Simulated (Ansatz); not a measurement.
# How the geometry moves the gap of Cs2AgBiBr6 (Fm-3m)

Aim: gaps of Cs2AgBiBr6 (Fm-3m) at the database cell and after a full relaxation.

Calculated with Ansatz 0.2.0; PBE, HSE06 and G0W0, plane waves, PAW.

The database entry behind the starting cell differs from other determinations, so it need not match the best structure at room temperature.

In doubt: GW on d or f shells is unreliable with these PAW files (steps 6, 7), so the values of those runs are not to be relied on.

## 1. The starting structure

It takes space group Fm-3m (No. 225, cubic). Conventional cell: a = 11.232 Å, b = 11.232 Å, c = 11.232 Å, α = 90.00°, β = 90.00°, γ = 90.00°. Nearest to Cs lie 12 Br at 3.97 Å. Nearest to Ag lie 6 Br at 2.80 Å. Nearest to Bi lie 6 Br at 2.81 Å. Br has 1 Ag at 2.80 Å and 1 Bi at 2.81 Å and 4 Cs at 3.97 Å nearest. Farther neighbours, and contacts between anions beyond the nearest, are not listed.

The cell and positions come from the Crystallography Open Database and are kept as given unless a step says otherwise. The runs that relaxed it are not among those shown. The default PAW set here is soft_2. Its files were made with PBE.

## 2. PBE bands at the given cell

Levels along a band path, at the cheap level, show where the edges lie and whether the meshes to come will hold them.

This step: DFT, PBE, plane waves, PAW.

Contents of input.yaml:

```yaml
crystal:
  lattice:
    - [0.0, 5.6161, 5.6161]
    - [5.6161, 0.0, 5.6161]
    - [5.6161, 5.6161, 0.0]
  atoms:
    - { symbol: Cs, position: [0.25, 0.25, 0.25] }
    - { symbol: Cs, position: [0.75, 0.75, 0.75] }
    - { symbol: Ag, position: [0.5, 0.5, 0.5] }
    - { symbol: Bi, position: [0.0, 0.0, 0.0] }
    - { symbol: Br, position: [0.25055, 0.74945, 0.25055] }
    - { symbol: Br, position: [0.25055, 0.74945, 0.74945] }
    - { symbol: Br, position: [0.74945, 0.25055, 0.74945] }
    - { symbol: Br, position: [0.74945, 0.25055, 0.25055] }
    - { symbol: Br, position: [0.25055, 0.25055, 0.74945] }
    - { symbol: Br, position: [0.74945, 0.74945, 0.25055] }
kpoints:
  mp_grid: { grid: [4, 4, 4] }
  band_path:
    path:
      - [[0.0, 0.0, 0.0], [0.5, 0.0, 0.5], [0.625, 0.25, 0.625]]
      - [[0.375, 0.375, 0.75], [0.0, 0.0, 0.0], [0.5, 0.5, 0.5], [0.5, 0.25, 0.75], [0.5, 0.0, 0.5]]
    npoints: 10
hamiltonian:
  xc: pbe
scf:
  occupations: { method: fermi_dirac, width: 0.02 }
  n_extra_bands: 7
output:
  eigenvalues: true
  write_density: true
  write_potential: true
  elf: true
  volumetric_format: npy
```

Launch:

```console
ansatz run input.yaml --threads 3 --pin off --max-ram 92160MiB --backend cuda --events-out ev --progress --plain --runs-dir out --devices 1 --max-vram 13GiB
```

Log:

```text
scf.n_extra_bands = 7 over 47 filled bands (N_el = 94.0): the run solves 54 bands
GPUs: using 1 of 1 available (devices: 1).
Engine: ansatz 0.2.0, x86_64-unknown-linux-gnu
Pseudopotentials: kind: paw
Pseudopotential: Cs, paw, valence charge 9, recommended cutoff 420 eV (normal), Cs.paw.azcp
Pseudopotential: Ag, paw, valence charge 19, recommended cutoff 420 eV (normal), Ag.paw.azcp
Pseudopotential: Bi, paw, valence charge 15, recommended cutoff 420 eV (normal), Bi.paw.azcp
Pseudopotential: Br, paw, valence charge 7, recommended cutoff 420 eV (normal), Br.paw.azcp
Functional definition: PBE
  parameter kappa = 0.804
  parameter beta = 0.066725
  exchange = pbe_x(kappa = kappa, mu = beta*pi^2/3)
  correlation = pbe_c(beta = beta)
device memory: the entry about to start is reckoned to put 5.8 GiB on a device that reports 30.3 GiB free (of which the cap on the GPU budget leaves the run 13.0 GiB)
GPU FFT provider: cuFFT
GPU libraries: cuBLAS 13.8.2, cuFFT 12.4.0, cuSOLVER 12.3.4
Crystal: 10 atoms, lattice volume = 354.270 Å³
Basis set: ecut = 420 eV, 6879 PW (Γ)
Bands: 54, of which v1, the nominal top of the filled ones, is band 47 counted from 1 (46 counted from 0)
Symmetry: 48 space group operations
Space group: Fm-3m (ITA 225), of the structure as read, at distance tolerance 7.1e-5 Å
k-points: 8 of 64
Non-local potential: Cs, projectors of the file, l = 0: 3, l = 1: 2, l = 2: 2, l = 3: 2
Non-local potential: Ag, projectors of the file, l = 0: 3, l = 1: 2, l = 2: 2, l = 3: 1
Non-local potential: Bi, projectors of the file, l = 0: 2, l = 1: 2, l = 2: 2, l = 3: 2
Non-local potential: Br, projectors of the file, l = 0: 2, l = 1: 2, l = 2: 2
PAW form: soft (Blöchl's): semilocal exchange-correlation on the pseudo side does not see the compensation charge
PAW one-centre angular grid: Cs, 194 points (default); XC on 64 Gauss nodes
PAW one-centre angular grid: Ag, 590 points (default); XC on 64 Gauss nodes
PAW one-centre angular grid: Bi, 590 points (default); XC on 64 Gauss nodes
PAW one-centre angular grid: Br, 110 points (default); XC on 64 Gauss nodes
Initial density: superposition of atomic densities (neutral atoms: chi_scale 0, normalization atom), corrected by the library's trained network
Initial wavefunctions: pseudopotential atomic-orbital guess
GPU buffer pool allocated for 157464 grid points (all kernels)
GPU transforms: local potential and band sums: pruned to the plane-wave sphere, on 54×54×54
Functional: x = pbe(κ = 0.804, μ = 0.219515), c = pbe(β = 0.066725)
SCF iter   1: F=—  HF=-48039.029663 eV  |F-HF|=—  |Δ(HF+E_count)|=         —  Δρ=7.39e-4  dr2=1.57e-3  ethr=1.77e-3  ⟨swp⟩=12.0  Hψ=2184  notcnv=0
preconditioner: auto → Resta (q_TF=auto, 2.187 Å⁻¹)  ε∞=4.0  [insulator: Δε(μ)=1.245 eV  Ē_g=9.725 eV  σ=0.020 eV  W_gap=1.00  n_scr=58 (ndim 8)  ℏωp=16.7 eV  f_vac=0.040  D(μ)=0.00/eV (n_scr^D=0)  ε∞_Penn≈4.0]
SCF iter   2: F=—  HF=-48039.034582 eV  |F-HF|=—  |Δ(HF+E_count)|=   4.92e-3  Δρ=3.74e-4  dr2=6.19e-4  ethr=1.67e-6  ⟨swp⟩=3.0  Hψ=1228  notcnv=0  defer=18
SCF iter   3: F=—  HF=-48039.034767 eV  |F-HF|=—  |Δ(HF+E_count)|=   1.85e-4  Δρ=1.08e-4  dr2=6.22e-5  ethr=6.59e-7  ⟨swp⟩=2.0  Hψ=672  notcnv=0  defer=18
SCF iter   4: F=—  HF=-48039.035232 eV  |F-HF|=—  |Δ(HF+E_count)|=   4.65e-4  Δρ=4.66e-5  dr2=7.30e-6  ethr=6.61e-8  ⟨swp⟩=2.0  Hψ=616  notcnv=0  defer=18
SCF iter   5: F=—  HF=-48039.035240 eV  |F-HF|=—  |Δ(HF+E_count)|=   8.67e-6  Δρ=1.98e-5  dr2=1.78e-6  ethr=7.76e-9  ⟨swp⟩=2.0  Hψ=778  notcnv=0  defer=18
SCF iter   6: F=—  HF=-48039.035241 eV  |F-HF|=—  |Δ(HF+E_count)|=   9.79e-7  Δρ=4.83e-6  dr2=1.19e-7  ethr=1.89e-9  ⟨swp⟩=2.0  Hψ=778  notcnv=0  defer=18
SCF iter   7: F=-48039.035242 eV  HF=-48039.035242 eV  |F-HF|=2.27e-8  |Δ(HF+E_count)|=   1.56e-7  Δρ=1.38e-6  dr2=1.09e-8  ethr=1.06e-10  ⟨swp⟩=11.0  Hψ=1276  notcnv=0
SCF 1 converged in 7 iterations: F = -48039.035242 eV  dr2 = 1.09e-8
[...]
device memory: the entry about to start is reckoned to put 4.5 GiB on a device that reports 30.2 GiB free (of which the cap on the GPU budget leaves the run 13.0 GiB)
NSCF: frozen V_eff on 62 k-points
SCF converged after 7 iterations
Free energy (F): -48039.035242 eV
Harris-Foulkes:  -48039.035242 eV  (|F-HF|=2.27e-8)
Internal energy: -48039.035242 eV  (E = F + TS)
E sigma→0 (E₀):  -48039.035242 eV
Fermi energy:    5.079953 eV
--- Per-component energies (eV) ---
  E_band       = -798.367307
  E_kinetic    = 1916.266579
  E_local      = -8312.161333  (includes V_loc(G=0)·N_el)
  E_nonlocal   = 1128.610779
  E_hartree    = 3268.066347
  E_xc         = -2272.959834
  E_vxc        = -1254.565960  (∫ρ·V_xc dr)
  E_paw        = -38180.889337  (= ΣΔE_a)
  E_vpaw       = -812.646622  (= ΣTr[D̂ρ^β])
  E_aug_tail   = -0.000082  (compensation charges beyond the density's cutoff)
  E_ewald      = -5585.968359
  E_smearing   = -0.000000  (= −TS)
  E_closure    = 0.000000  (closes the sum)
  Σ components = -48039.035242   (vs F -48039.035242, Δ=0.00e0)
--- Band table (eV; the first three rows and the last of 8) ---
  k-point 0: bands = [... 43 lower, 3.2020, 3.2020, 3.7514, 3.7514, 6.7616, 6.7616, 6.7616, 8.0544, ... 3 higher]
  k-point 1: bands = [... 43 lower, 2.9205, 3.1017, 3.3644, 3.3644, 6.2342, 7.4551, 7.4551, 8.6164, ... 3 higher]
  k-point 2: bands = [... 43 lower, 2.9037, 3.0616, 3.1647, 3.1647, 5.7145, 8.1643, 8.1643, 9.3675, ... 3 higher]
  k-point 7: bands = [... 43 lower, 2.9531, 2.9531, 3.1543, 4.3489, 7.0822, 7.4749, 7.4749, 9.7354, ... 3 higher]
```

Elapsed: 8.7 s, on 1 × NVIDIA H100 80GB HBM3 (shared by 6 runs) with 3 threads of AMD EPYC 7R13 (Zen 3), shared host; peak memory 1.1 GiB.

The column dr2 measures how far the density is from self-consistency, as an energy; F and HF (Harris–Foulkes) agree once it is small.

Read from the output:

```
filled bands         : 47
gap                  : 1.264 eV
valence top at       : X
conduction bottom at : L
least direct gap     : 2.343 eV
```

The gap is indirect, with the least direct gap 1.08 eV higher.

## 3. The relaxed cell

Cell and ions were relaxed with PBE; that run is not shown. It left this cell:

It takes space group Fm-3m (No. 225, cubic). Conventional cell: a = 11.484 Å, b = 11.484 Å, c = 11.484 Å, α = 90.00°, β = 90.00°, γ = 90.00°. Cs has 12 Br at 4.06 Å nearest. Nearest to Ag lie 6 Br at 2.86 Å. Bi has 6 Br at 2.89 Å nearest. Nearest to Br lie 1 Ag at 2.86 Å and 1 Bi at 2.89 Å and 4 Cs at 4.06 Å. Farther neighbours, and contacts between anions beyond the nearest, are not listed.

## 4. PBE at the relaxed cell

The cell differs from the one that the last finished run ended in (a 7.942 → 8.120 Å, b 7.942 → 8.120 Å, c 7.942 → 8.120 Å).

input.yaml, the sections that differ from step 2:

```yaml
crystal:
  lattice:
    - [0.0, 5.741940158, 5.741940158]
    - [5.741940158, 0.0, 5.741940158]
    - [5.741940158, 5.741940158, 0.0]
  atoms:
    - { symbol: Cs, position: [0.25, 0.25, 0.25] }
    - { symbol: Cs, position: [0.75, 0.75, 0.75] }
    - { symbol: Ag, position: [0.5, 0.5, 0.5] }
    - { symbol: Bi, position: [0.0, 0.0, 0.0] }
    - { symbol: Br, position: [0.2513074051, 0.7486925949, 0.2513074051] }
    - { symbol: Br, position: [0.2513074051, 0.7486925949, 0.7486925949] }
    - { symbol: Br, position: [0.7486925949, 0.2513074051, 0.7486925949] }
    - { symbol: Br, position: [0.7486925949, 0.2513074051, 0.2513074051] }
    - { symbol: Br, position: [0.2513074051, 0.2513074051, 0.7486925949] }
    - { symbol: Br, position: [0.7486925949, 0.7486925949, 0.2513074051] }
# kpoints, hamiltonian, scf, output: as in step 2
```

Log:

```text
[...]
GPUs: using 1 of 1 available (devices: 1).
[...]
GPU FFT provider: cuFFT
GPU libraries: cuBLAS 13.8.2, cuFFT 12.4.0, cuSOLVER 12.3.4
Crystal: 10 atoms, lattice volume = 378.622 Å³
Basis set: ecut = 420 eV, 7391 PW (Γ)
Bands: 54, of which v1, the nominal top of the filled ones, is band 47 counted from 1 (46 counted from 0)
[... 1 set-up line as in the run before ...]
[...]
k-points: 8 of 64
[...]
--- Band table (eV; the first three rows and the last of 8) ---
  k-point 0: bands = [... 43 lower, 2.5920, 2.5920, 3.0193, 3.0193, 5.9118, 5.9118, 5.9118, 7.2848, ... 3 higher]
  k-point 1: bands = [... 43 lower, 2.3219, 2.5045, 2.6868, 2.6868, 5.3895, 6.5144, 6.5144, 7.8444, ... 3 higher]
  k-point 2: bands = [... 43 lower, 2.3177, 2.3243, 2.5266, 2.5266, 4.9033, 7.1120, 7.1120, 8.6254, ... 3 higher]
  k-point 7: bands = [... 43 lower, 2.3678, 2.3678, 2.4941, 3.4903, 6.1592, 6.5082, 6.5082, 8.6840, ... 3 higher]
[key lines of the parts left out:]
SCF converged after 7 iterations
Free energy (F): -48039.172541 eV
Fermi energy:    4.237343 eV
```

Elapsed: 9.8 s, on 1 × NVIDIA H100 80GB HBM3 (shared by 6 runs) with 3 threads; peak memory 1.1 GiB; 11 s of CPU time.

Read from the output:

| Quantity | Value |
| --- | --- |
| gap | 1.327 eV |
| valence top at | X |
| conduction bottom at | L |
| least direct gap | 2.283 eV |

The gap is indirect, with the least direct gap 0.96 eV higher.

## 5. HSE06 at the relaxed cell

The screened hybrid is the usual rung above semilocal functionals: a quarter of exact exchange, cut off beyond a few ångström.

This step: DFT, HSE06, plane waves, PAW.

input.yaml, as its differences from that of step 4:

```diff
@@ -17,12 +17,17 @@
 kpoints:
-  mp_grid: { grid: [4, 4, 4] }
+  mp_grid: { grid: [2, 2, 2] }
   band_path:
     path:
-      - [[0.0, 0.0, 0.0], [0.5, 0.0, 0.5], [0.625, 0.25, 0.625]]
-      - [[0.375, 0.375, 0.75], [0.0, 0.0, 0.0], [0.5, 0.5, 0.5], [0.5, 0.25, 0.75], [0.5, 0.0, 0.5]]
-    npoints: 10
+      - [0.0, 0.0, 0.0]
+      - [0.5, 0.0, 0.5]
+      - [0.625, 0.25, 0.625]
+      - [0.375, 0.375, 0.75]
+      - [0.5, 0.5, 0.5]
+      - [0.5, 0.25, 0.75]
+      - [0.5, 0.4, 0.6]
+    npoints: 1
 hamiltonian:
-  xc: pbe
+  xc: hse06
 scf:
-  occupations: { method: fermi_dirac, width: 0.02 }
+  occupations: { method: fixed }
   n_extra_bands: 7
@@ -30,5 +35 @@
   eigenvalues: true
-  write_density: true
-  write_potential: true
-  elf: true
-  volumetric_format: npy
```

Log:

```text
[...]
GPUs: using 1 of 1 available (devices: 1).
[...]
davidson cushion auto → on  (no smearing: the cushion is to keep the highest requested band from converging to the state above it; pin scf.eigensolver.cushion to override)
[...]
GPU FFT provider: cuFFT
GPU libraries: cuBLAS 13.8.2, cuFFT 12.4.0, cuSOLVER 12.3.4
Crystal: 10 atoms, lattice volume = 378.622 Å³
Basis set: ecut = 420 eV, 7391 PW (Γ)
[...]
Free energy (F): -48067.600328 eV
Frozen-core exchange: fock
[...]
Internal energy: -48067.600328 eV  (E = F + TS)
E sigma→0 (E₀):  -48067.600328 eV
Fermi energy:    2.927159 eV
[...]
--- Band table (eV) ---
  k-point 0: bands = [... 43 lower, 1.7610, 1.7610, 2.1894, 2.1894, 6.1006, 6.1006, 6.1006, 7.6175, ... 3 higher]
  k-point 1: bands = [... 43 lower, 1.4901, 1.6689, 1.6689, 1.7162, 5.1354, 7.3233, 7.3233, 8.9729, ... 3 higher]
  k-point 2: bands = [... 43 lower, 1.3182, 1.7479, 2.1837, 2.9272, 6.5413, 6.5413, 6.8726, 8.4896, ... 3 higher]
```

Elapsed: 27 s, on 1 × NVIDIA H100 80GB HBM3 (shared by 6 runs) with 3 threads; peak memory 1.3 GiB.

Numbers from this step:

```yaml
gap: 2.208 eV
valence_top_at: X
conduction_bottom_at: L
least_direct_gap: 3.200 eV
```

The gap stands +0.88 eV against PBE.

## 6. G0W0 at the relaxed cell

G0W0 replaces the xc potential by the self-energy, built once from these orbitals. Only a window of levels is corrected, while the sums run over the empty bands that the input names.

This step: G0W0 on PBE, plane waves, PAW.

input.yaml, as its differences from that of step 5:

```diff
@@ -18,18 +18,11 @@
   mp_grid: { grid: [2, 2, 2] }
-  band_path:
-    path:
-      - [0.0, 0.0, 0.0]
-      - [0.5, 0.0, 0.5]
-      - [0.625, 0.25, 0.625]
-      - [0.375, 0.375, 0.75]
-      - [0.5, 0.5, 0.5]
-      - [0.5, 0.25, 0.75]
-      - [0.5, 0.4, 0.6]
-    npoints: 1
 hamiltonian:
-  xc: hse06
+  xc: pbe
 scf:
   occupations: { method: fixed }
-  n_extra_bands: 7
-output:
-  eigenvalues: true
+gw:
+  n_empty_bands: 525
+  ecut_chi: 72
+  qp_bands: [v3, c3]
+  qp_kpoints: band_edges
+  screening: { model: contour_deformation }
```

Log:

```text
GPUs: using 1 of 1 available (devices: 1).
[...]
GPU FFT provider: cuFFT
GPU libraries: cuBLAS 13.8.2, cuFFT 12.4.0, cuSOLVER 12.3.4
Crystal: 10 atoms, lattice volume = 378.622 Å³
Basis set: ecut = 420 eV, 7391 PW (Γ)
Bands: 57, of which v1, the nominal top of the filled ones, is band 47 counted from 1 (46 counted from 0)
[... 1 set-up line as in the run before ...]
[...]
k-points: 3 of 8
[...]
2    45      2.5953   -19.7132     2.9851   -15.8591  0.7367     1.7026     1.7263  root
     2    46      3.0354   -26.2108     3.4169   -22.2236  0.7349     2.4562     2.4651  root
     2    47      3.5919   -24.2666     2.6398   -21.1706  0.7487     3.1310     3.1358  root
     2    48      6.3219   -10.3570    -3.3347   -14.2552  0.7599     6.8939     6.8853  root
     2    49      6.3219   -10.3570    -3.3347   -14.2552  0.7599     6.8939     6.8853  root
     2    50      6.6356   -10.8447    -3.4175   -14.8657  0.7515     7.2510     7.2391  root
[key lines of the parts left out:]
SCF converged after 6 iterations
Free energy (F): -48039.000113 eV
Fermi energy:    3.591922 eV
```

Wall time 13 s (1 × NVIDIA H100 80GB HBM3 (shared by 6 runs) with 3 threads); peak memory 1.6 GiB; 18 s of CPU time.

This step gave:

- bands summed: 572
- RPA ε∞ on this mesh (eigenvalues): 5.609, 5.609, 5.609
- plane waves in the screening matrix: 531
- G0W0 gap on the mesh: 2.236 eV
- k of the valence top: 0, -0.5, -0.5
- k of the conduction bottom: 0, 0, -0.5
- starting gap on the mesh: 1.296 eV
- least direct G0W0 gap on the computed points: 3.578 eV

The gap on the mesh goes from 1.30 eV to 2.24 eV, a correction of +0.94 eV. Between the two edge states, bare exchange in place of the xc potential would open the gap by 6.88 eV, and correlation takes back 5.94 eV. The start differs from the 1.33 eV found before because the density comes from another mesh.

## 7. G0W0 at the given cell

Contents of input.yaml:

```yaml
crystal:
  lattice:
    - [0.0, 5.6161, 5.6161]
    - [5.6161, 0.0, 5.6161]
    - [5.6161, 5.6161, 0.0]
  atoms:
    - { symbol: Cs, position: [0.25, 0.25, 0.25] }
    - { symbol: Cs, position: [0.75, 0.75, 0.75] }
    - { symbol: Ag, position: [0.5, 0.5, 0.5] }
    - { symbol: Bi, position: [0.0, 0.0, 0.0] }
    - { symbol: Br, position: [0.25055, 0.74945, 0.25055] }
    - { symbol: Br, position: [0.25055, 0.74945, 0.74945] }
    - { symbol: Br, position: [0.74945, 0.25055, 0.74945] }
    - { symbol: Br, position: [0.74945, 0.25055, 0.25055] }
    - { symbol: Br, position: [0.25055, 0.25055, 0.74945] }
    - { symbol: Br, position: [0.74945, 0.74945, 0.25055] }
kpoints:
  mp_grid: { grid: [2, 2, 2] }
hamiltonian:
  xc: pbe
scf:
  occupations: { method: fixed }
gw:
  n_empty_bands: 491
  ecut_chi: 72
  qp_bands: [v3, c3]
  qp_kpoints: band_edges
  screening: { model: contour_deformation }
```

Log:

```text
GPUs: using 1 of 1 available (devices: 1).
[...]
GPU FFT provider: cuFFT
GPU libraries: cuBLAS 13.8.2, cuFFT 12.4.0, cuSOLVER 12.3.4
Crystal: 10 atoms, lattice volume = 354.270 Å³
Basis set: ecut = 420 eV, 6879 PW (Γ)
Bands: 57, of which v1, the nominal top of the filled ones, is band 47 counted from 1 (46 counted from 0)
[... 1 set-up line as in the run before ...]
[...]
k-points: 3 of 8
[...]
1    46      3.1829   -23.2056     3.3616   -19.1260  0.7422     2.4490     2.4649  root
[...]
2    47      4.4673   -24.3395     2.5651   -21.3670  0.7586     4.0565     4.0598  root
     2    48      7.2559   -10.3862    -3.3895   -14.3640  0.7691     7.8525     7.8441  root
     2    49      7.2559   -10.3862    -3.3895   -14.3640  0.7691     7.8525     7.8441  root
     2    50      7.6269   -10.8628    -3.4825   -14.9798  0.7605     8.2732     8.2613  root
[key lines of the parts left out:]
SCF converged after 6 iterations
Free energy (F): -48038.831664 eV
Fermi energy:    4.467299 eV
```

It took 18 s on 1 × NVIDIA H100 80GB HBM3 (shared by 6 runs) with 3 threads; peak memory 1.5 GiB.

This step gave:

```yaml
bands_summed: 538
rpa_eps_infinity_on_this_mesh_eigenvalues: 5.830, 5.830, 5.830
plane_waves_in_the_screening_matrix: 531
g0w0_gap_on_the_mesh: 2.152 eV
k_of_the_valence_top: 0, -0.5, -0.5
k_of_the_conduction_bottom: 0, 0, -0.5
starting_gap_on_the_mesh: 1.234 eV
least_direct_g0w0_gap_on_the_computed_points: 3.684 eV
```

The gap on the mesh goes from 1.23 eV to 2.15 eV, a correction of +0.92 eV. Between the two edge states, bare exchange in place of the xc potential would open the gap by 6.82 eV, and correlation takes back 5.90 eV. The start differs from the 1.26 eV found before because the density comes from another mesh.

## 8. Together

G0W0 rows are gaps on the mesh, lowered where the mesh misses an edge of the band path.

| level | given cell (eV) | relaxed cell (eV) | change (eV) |
| --- | --- | --- | --- |
| PBE | 1.26 | 1.33 | +0.06 |
| HSE06 | - | 2.21 | - |
| G0W0@PBE | 2.15 | 2.24 | +0.08 |

## 9. What came out

```
volume change          : +6.9 %
PBE, given cell        : 1.26 eV
PBE, relaxed cell      : 1.33 eV
HSE06, relaxed cell    : 2.21 eV
G0W0@PBE, relaxed cell : 2.24 eV
G0W0@PBE, given cell   : 2.15 eV
known limits           : short of the basis limit; d shell near the gap, gap tends to lie low; no spin-orbit coupling; coarse k mesh
```

**Reading.** Relaxation changes the volume by +6.9 % and the gap by +0.06 eV (PBE) and +0.08 eV (G0W0@PBE). Bands and cutoff are finite, so the gap stands short of the basis limit, usually by up to a few tenths of an eV; the mesh is an error of its own. The 2×2×2 mesh is coarse for this cell (its supercell is 16 Å along the shortest edge). The RPA ε∞ on it, from the PBE start, is 5.83; such meshes misread the long-range screening, most where the gap is narrow. Where an edge is built on 6p states of lead, bismuth or thallium, scalar-relativistic gaps usually stand too wide, by a few tenths to over one eV. A d shell, filled or nearly so, lies near the gap. One-shot GW converges very slowly in bands there, not always from below, and on a semilocal start the gap tends to come out low; starts rich in exact exchange can overshoot instead. The many-body steps are scalar-relativistic: spin-orbit coupling is not in them.

[Long decimals in the printed logs are rounded to 6 places.]

[Logs are printed without paths, hosts, clocks, repeated set-up lines and the standing remarks that a program may print on its own settings, such as how far it seeks lower states.]

[Paths, hosts, dates, memory and timing lines, banners, echoed tables and standing remarks are left out of the program output; an Ansatz launch command may be rebuilt from the run's recorded settings. Measured values are a selection of at most five: reports struck by readers or far from the other reports are left out. None is set beside runs whose start may be inverted or whose files or cutoffs have a known fault.]

[Runs of the session that timed out or met a known fault of the program may be left out.]

[Cells called generated may have been cut or substituted from an entry of the Crystallography Open Database or the Materials Project.]

[Hosts, paths, dates, database ids (printed as entryN), source tags and the programs' standing remarks are cut or masked in the printed files.]

[Where the starting crystal was built by hand or by swapping elements, it need not be the compound's stable phase.]
